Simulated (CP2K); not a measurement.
Two runs for the N K edge of nitronium. Run A: CP2K XAS_TDP, all-electron GAPW, PBEh(45%), aug-cc-pVTZ, TDA, no relativity. Run B differs in one setting.

First lines with a strength over 0.0015. A:

| atom | energy (eV) | states | strength, one atom |
| --- | --- | --- | --- |
| N2 (bonded to 2 O) | 400.39 | 2 | 0.1570 |
|  | 413.29 | 2 | 0.0075 |
|  | 417.11 | 1 | 0.0268 |
|  | 419.74 | 1 | 0.0103 |
|  | 420.82 | 1 | 0.0720 |

B:

| atom | energy (eV) | states | strength, one atom |
| --- | --- | --- | --- |
| N2 (bonded to 2 O) | 394.36 | 2 | 0.1346 |
|  | 404.95 | 2 | 0.0070 |
|  | 408.88 | 1 | 0.0096 |
|  | 411.15 | 1 | 0.0018 |
|  | 413.76 | 2 | 0.0475 |

Which was it: GW2X switched on, the functional, the basis, scalar relativity switched on?

The functional (functional from PBEh(45%) to PBE0; the lines alone don't name the new value). A functional moves all lines by electronvolts and changes their spacings and strengths. Against PBEh(45%) in aug-cc-pVTZ, the leading line moves by -6.03 eV, to 394.36 eV; the strength of N2's goes from 0.1570 to 0.1346. The next line of N2 over the strength cut lies 10.59 eV higher, against 12.90.

[Hosts, paths, dates, database ids (printed as entryN), source tags and the programs' standing remarks are cut or masked in the printed files.]
